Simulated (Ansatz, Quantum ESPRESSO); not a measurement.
# Complex bands of BAs, zinc blende type, lattice constant set to 4.747 Å, part 3 of 4

Wanted: the complex band structure of BAs, zinc blende type, lattice constant set to 4.747 Å, as for a tunnel barrier.

Quantum ESPRESSO 7.5; plane-wave DFT, LDA, GBRV ultrasoft pseudopotentials; cross-check by Ansatz 0.2.0 with PAW datasets.

So far. Step 2 (Ground state): The run needed 11 iterations to bring the estimated error under 1e-09 Ry.

## (3) Complex band structure (continued)

Level of this step: complex band structure by pwcond; plane-wave DFT, LDA, GBRV ultrasoft pseudopotentials (Quantum ESPRESSO).

K across = (1/2, 0) in the cell's reciprocal vectors; values within 0.0025 1/Å of each other count once, columns are sorted by size at each energy, a dash where no further value was kept. The Im kz of the slowest decaying states by energy, zero at the highest filled level of the SCF mesh:

```
energy (eV)  decay 1 (Å⁻¹)  decay 2 (Å⁻¹)  decay 3 (Å⁻¹)
      -2.04          0.216           1.28           2.27
      -1.87           1.26           2.26              -
      -1.53          0.127          0.454           1.22
      -1.36          0.154          0.516           1.20
      -1.02          0.193          0.587           1.16
      -0.85          0.207          0.609           1.14
      -0.68          0.219          0.624           1.12
      -0.34          0.238          0.644           1.08
      -0.17          0.245           0.65           1.05
       0.00           0.25          0.653           1.03
       0.17          0.254          0.655           1.01
       0.34          0.257          0.655          0.984
       0.68          0.258           0.65          0.934
       0.85          0.257          0.645          0.909
       1.02          0.254           0.64          0.882
       1.36          0.245          0.625          0.827
       1.53          0.237          0.617          0.798
       1.87          0.217          0.596          0.736
       2.04          0.203          0.584          0.703
       2.21          0.185          0.571          0.669
       2.55          0.129          0.542          0.592
       2.72          0.077          0.526          0.548
       3.06          0.441          0.489           1.88
       3.23          0.369          0.469           1.87
       3.57          0.063          0.422           1.84
       3.74          0.172          0.395           1.82
       3.91          0.198          0.364           1.81
       4.25          0.203           0.29           1.78
       4.42          0.189          0.242           1.76
       4.76          0.065          0.068           1.74
       4.93           0.21           1.72            2.5
```

K across = (1/2, 1/2) in the cell's reciprocal vectors; values within 0.0025 1/Å of each other count once, columns are sorted by size at each energy, a dash where no further value was kept. Im kz of the slowest decaying states against energy, zero at the highest filled level of the SCF mesh:

```
energy (eV)  decay 1 (Å⁻¹)  decay 2 (Å⁻¹)  decay 3 (Å⁻¹)
      -2.04          0.318          0.323           2.22
      -1.87          0.319          0.324           2.21
      -1.53          0.317          0.324           2.19
      -1.36          0.314          0.322           2.18
      -1.02          0.305          0.315           2.15
      -0.85          0.299           0.31           2.14
      -0.68          0.292          0.304           2.13
      -0.34          0.274          0.287           2.11
      -0.17          0.264          0.277           2.10
       0.00          0.251          0.266           2.08
       0.17          0.238          0.253           2.07
       0.34          0.222          0.238           2.06
       0.68          0.183          0.201           2.04
       0.85          0.158          0.178           2.02
       1.02          0.127          0.149           2.01
       1.36          0.046           1.99           2.04
       1.53           1.97           2.03           2.38
       1.87           1.95           2.01           2.36
       2.04           1.94              2           2.35
       2.21           1.92           1.99           2.35
       2.55           1.90           1.97           2.33
       2.72           1.88           1.96           2.32
       3.06           1.86           1.94           2.31
       3.23           1.84           1.93           2.30
       3.57           1.82           1.91           2.28
       3.74           1.80           1.90           2.27
       3.91           1.79           1.89           2.26
       4.25           1.76           1.87           2.23
       4.42           1.75           1.85           2.21
       4.76           1.72           1.83           2.18
       4.93            1.7           1.82           2.17
```

K across = (1/4, 0) in the cell's reciprocal vectors; values within 0.0025 1/Å of each other count once, columns are sorted by size at each energy, a dash where no further value was kept. Table of Im kz of the slowest decaying states by energy, zero at the highest filled level of the SCF mesh:

```
energy (eV)  decay 1 (Å⁻¹)  decay 2 (Å⁻¹)  decay 3 (Å⁻¹)
      -2.04           1.04           1.41           1.54
      -1.70          0.998           1.38           1.50
      -1.36          0.951           1.35           1.47
      -1.02          0.088          0.901           1.31
      -0.68          0.157          0.849           1.28
      -0.34          0.138          0.196          0.794
       0.00          0.221          0.238          0.734
       0.34          0.239          0.295           0.67
       0.68          0.249          0.332          0.598
       1.02          0.253          0.358          0.516
       1.36          0.251          0.374          0.417
       1.53          0.248          0.356          0.379
       1.87          0.176          0.237          0.382
       2.21          0.218          0.378          0.964
       2.55          0.187          0.365          0.924
       2.89          0.134          0.341          0.885
       3.23          0.303          0.833          0.846
       3.57          0.112          0.243          0.769
       3.91          0.028          0.131          0.136
       4.25          0.115          0.122          0.622
       4.59          0.138          0.534          0.711
       4.93          0.123          0.431          0.684
```

The program's own clock; routines nest. Time by routine:

```
     routine  wall time (s)  calls
      PWCOND          75.48      1
scatter_forw          46.16    168
      compbs          28.26    168
    compbs_2          27.04    168
       local            0.7      4
        init           0.34      1
       poten           0.06      1
```

## (4) Complex bands with pwcond.x, with nz1 = 1

How much does a setting matter? One run is repeated with a change.

cbs.w.in

```
&inputcond
  outdir = './out'
  prefixl = 'scf'
  band_file = 'cbs.w'
  ikind = 0
  ewind = 4.0
  epsproj = 1e-05
  nz1 = 1
  energy0 = 4.93
  denergy = -0.17
/
4
  0.00000000 0.00000000 1.00000000
  0.50000000 0.00000000 1.00000000
  0.50000000 0.50000000 1.00000000
  0.25000000 0.00000000 1.00000000
42
```

Command:

```sh
> OMP_NUM_THREADS=1 mpirun -n 2 pwcond.x -in cbs.w.in > cbs.w.out
```

The log of the run:

```text
[banner, memory and clock lines left out]
Program PWCOND v.7.5 starts
[citation notice left out]

[...]
./out/scf.save/

     IMPORTANT: XC functional enforced from input :
     Exchange-correlation= PZ
                           (   1   1   0   0   0   0   0)
     Any further DFT definition will be discarded
     Please, verify this is what you really want

     Reading collected, re-writing distributed wavefunctions

===== INPUT FILE containing the left lead =====

     GEOMETRY:

     lattice parameter (alat)  =       6.3431  a.u.
     the volume                =     360.9311 (a.u.)^3
     the cross section         =      40.2352 (a.u.)^2
     l of the unit cell        =       1.4142 (alat)
     number of atoms/cell      =            4
     number of atomic types    =            2

     crystal axes: (cart. coord. in units of alat)
               a(1) = (  1.0000  0.0000  0.0000 )
               a(2) = (  0.0000  1.0000  0.0000 )
               a(3) = (  0.0000  0.0000  1.4142 )

   Cartesian axes

     site n.     atom                  positions (alat units)
          1        B      tau(  1)=(  0.0000  0.0000  1.4142  )
          2        As     tau(  2)=(  0.5000  0.0000  0.3536  )
          3        B      tau(  3)=(  0.5000  0.5000  0.7071  )
          4        As     tau(  4)=(  0.0000  0.5000  1.0607  )

     nr1s                      =           25
     nr2s                      =           25
     nr3s                      =           40
     nr1sx                     =           25
     nr2sx                     =           25
     nr3sx                     =           40
     nr1                       =           30
     nr2                       =           30
     nr3                       =           45
     nr1x                      =           30
     nr2x                      =           30
     nr3x                      =           45

 _______________________________
  Radii of nonlocal spheres:

     type       ibeta     ang. mom.          radius (alat units)
       B          1         0                    0.1972
       B          2         0                    0.1972
       B          3         1                    0.1972
       B          4         1                    0.1972
       As         1         0                    0.3038
       As         2         0                    0.3038
       As         3         1                    0.3038
       As         4         1                    0.3038
       As         5         2                    0.3038
       As         6         2                    0.3038
----- General information -----

----- Complex band structure calculation -----

     nrx                       =           25
     nry                       =           25
     nz1                       =            1

     energy0               =         4.9E+00
     denergy               =        -1.7E-01
     nenergy               =         42
     ecut2d                =         4.0E+01
     ewind                 =         4.0E+00
     epsproj               =         1.0E-05

     number of k_|| points=    4
                       cryst. coord.
        k(    1) = (   0.0000000   0.0000000), wk =   0.2500000
        k(    2) = (   0.5000000   0.0000000), wk =   0.2500000
        k(    3) = (   0.5000000   0.5000000), wk =   0.2500000
        k(    4) = (   0.2500000   0.0000000), wk =   0.2500000
----- Information about left lead -----

     nocros                   =            8
     noins                    =           44
     norb                     =           60
     norbf                    =           60
     nrz                      =           40

      iorb      type   ibeta   ang. mom.   m       position (alat)
        1        1       1        0        1   taunew(   1)=(  0.0000  0.0000  0.0000)
        2        1       2        0        1   taunew(   2)=(  0.0000  0.0000  0.0000)
[...]
60        1       4        1        3   taunew(  60)=(  0.0000  0.0000  1.4142)
    k slab    z(k)  z(k+1)     crossing(iorb=1,norb)
    1   0.0000 0.0354 0.0354   111111110000000000000000000000000000000000000000000000000000
    2   0.0354 0.0707 0.0354   111111111111111111111111110000000000000000000000000000000000
[...]
40   1.3789 1.4142 0.0354   000000000000000000000000000000000000000000000000000011111111
 ngper, shell number =          129          21
 ngper, n2d =          129         119
---  E-Ef =    4.9300000  k =    0.0000000   0.0000000
---  ie =          1  ik =          1
 Nchannels of the left tip =            3
 Right moving states:
   k1(2pi/a)   k2(2pi/a)   E-Ef (eV)
   0.2558138   0.0000000   4.9300000
   0.2558138   0.0000000   4.9300000
  -0.4572698  -0.0000000   4.9300000
 Left moving states:
   k1(2pi/a)   k2(2pi/a)   E-Ef (eV)
  -0.2558139  -0.0000000   4.9300000
  -0.2558139  -0.0000000   4.9300000
   0.4572699   0.0000000   4.9300000

---  E-Ef =    4.7600000  k =    0.0000000   0.0000000
---  ie =          2  ik =          1
 Nchannels of the left tip =            3
 Right moving states:
   k1(2pi/a)   k2(2pi/a)   E-Ef (eV)
   0.2382807   0.0000000   4.7600000
   0.2382807   0.0000000   4.7600000
  -0.4758872   0.0000000   4.7600000
 Left moving states:
   k1(2pi/a)   k2(2pi/a)   E-Ef (eV)
  -0.2382808  -0.0000000   4.7600000
  -0.2382808  -0.0000000   4.7600000
   0.4758872   0.0000000   4.7600000
[... further energies and points left out ...]
---  E-Ef =   -1.8700000  k =    0.2500000   0.0000000
---  ie =         41  ik =          4
 Nchannels of the left tip =            3
 Right moving states:
   k1(2pi/a)   k2(2pi/a)   E-Ef (eV)
   0.0927222  -0.0000000  -1.8700000
  -0.3985239   0.0000000  -1.8700000
  -0.4337605   0.0000000  -1.8700000
 Left moving states:
   k1(2pi/a)   k2(2pi/a)   E-Ef (eV)
  -0.0927223  -0.0000000  -1.8700000
   0.3985237   0.0000000  -1.8700000
   0.4337607  -0.0000000  -1.8700000

---  E-Ef =   -2.0400000  k =    0.2500000   0.0000000
---  ie =         42  ik =          4
 Nchannels of the left tip =            3
 Right moving states:
   k1(2pi/a)   k2(2pi/a)   E-Ef (eV)
   0.0657614  -0.0000000  -2.0400000
  -0.4340920   0.0000000  -2.0400000
  -0.4549678   0.0000000  -2.0400000
 Left moving states:
   k1(2pi/a)   k2(2pi/a)   E-Ef (eV)
  -0.0657616  -0.0000000  -2.0400000
   0.4340918   0.0000000  -2.0400000
   0.4549681  -0.0000000  -2.0400000

[...]
```

The job ended after 65 s (2 MPI ranks of Intel Xeon 6975P-C (Granite Rapids), shared host; peak memory 0.14 GiB; 2.2 min of CPU time).

The changed values were drawn from a wide range, not chosen for quality; the comparison shows what they did here together.

Beside the run it was changed from:

```
                                       quantity  this run  unchanged run  difference
peak of the smallest κ at the zone centre (Å⁻¹)     0.188          0.189     -0.0010
       peak of the smallest κ at (1/2, 0) (Å⁻¹)     0.258          0.258           0
                                  wall time (s)        65             76
```

The physical values in this table move by up to 0.53 %.

## (5) Complex bands with pwcond.x, with ikind = 1

Another try, with an input changed as a hurried user might.

cbs.bad.in

```
&inputcond
  outdir = './out'
  prefixl = 'scf'
  tran_file = 'cbs.bad.dat'
  ikind = 1
  ewind = 4.0
  epsproj = 1e-05
  nz1 = 7
  energy0 = 4.93
  denergy = -0.17
/
4
  0.00000000 0.00000000 1.00000000
  0.50000000 0.00000000 1.00000000
  0.50000000 0.50000000 1.00000000
  0.25000000 0.00000000 1.00000000
42
```

Command:

```sh
> OMP_NUM_THREADS=1 mpirun -n 2 pwcond.x -in cbs.bad.in > cbs.bad.out
```

The log of the run:

```text
[banner, memory and clock lines left out]
Program PWCOND v.7.5 starts

          URL

     ./out/scf.save/

     IMPORTANT: XC functional enforced from input :
     Exchange-correlation= PZ
                           (   1   1   0   0   0   0   0)
     Any further DFT definition will be discarded
     Please, verify this is what you really want

     Reading collected, re-writing distributed wavefunctions

===== INPUT FILE containing the left lead =====

     GEOMETRY:

     lattice parameter (alat)  =       6.3431  a.u.
     the volume                =     360.9311 (a.u.)^3
     the cross section         =      40.2352 (a.u.)^2
     l of the unit cell        =       1.4142 (alat)
     number of atoms/cell      =            4
     number of atomic types    =            2

     crystal axes: (cart. coord. in units of alat)
               a(1) = (  1.0000  0.0000  0.0000 )
               a(2) = (  0.0000  1.0000  0.0000 )
               a(3) = (  0.0000  0.0000  1.4142 )

   Cartesian axes

     site n.     atom                  positions (alat units)
          1        B      tau(  1)=(  0.0000  0.0000  1.4142  )
          2        As     tau(  2)=(  0.5000  0.0000  0.3536  )
          3        B      tau(  3)=(  0.5000  0.5000  0.7071  )
          4        As     tau(  4)=(  0.0000  0.5000  1.0607  )

     nr1s                      =           25
     nr2s                      =           25
     nr3s                      =           40
     nr1sx                     =           25
     nr2sx                     =           25
     nr3sx                     =           40
     nr1                       =           30
     nr2                       =           30
     nr3                       =           45
     nr1x                      =           30
     nr2x                      =           30
     nr3x                      =           45

 _______________________________
  Radii of nonlocal spheres:

     type       ibeta     ang. mom.          radius (alat units)
       B          1         0                    0.1972
       B          2         0                    0.1972
       B          3         1                    0.1972
       B          4         1                    0.1972
       As         1         0                    0.3038
       As         2         0                    0.3038
       As         3         1                    0.3038
       As         4         1                    0.3038
       As         5         2                    0.3038
       As         6         2                    0.3038

 %%%%%%%%%%%%%%%%%%%%%%%%%%%%%%%%%%%%%%%%%%%%%%%%%%%%%%%%%%%%%%%%%%%%%%%%%%%%%%
     Error in routine do_cond (1):
     different cut-offs on left lead and scattering region
 %%%%%%%%%%%%%%%%%%%%%%%%%%%%%%%%%%%%%%%%%%%%%%%%%%%%%%%%%%%%%%%%%%%%%%%%%%%%%%

     stopping ...
[the rest left out]
```

Wall time 1 s (2 MPI ranks); peak memory 0.09 GiB.

The input was rejected at the start.

The fault put into the input: a transmission asked without a scattering region (inputcond.ikind = 1).

The message: “do_cond (1): different cut-offs on left lead and scattering region”. ikind = 1 needs a scattering region, which this input doesn't give; ikind = 0 solves the crystal alone.

[end of part 3 of 4]

[Logs are printed without paths, hosts, clocks, repeated set-up lines and the standing remarks that a program may print on its own settings, such as how far it seeks lower states.]

[Hosts, paths, dates, database ids (printed as entryN), source tags and the programs' standing remarks are cut or masked in the printed files.]

[Maps of the electrostatic potential energy from Ansatz leave out the sawtooth potential of an applied field or a dipole correction, so their vacuum need not be flat; planar profiles and work functions include it.]
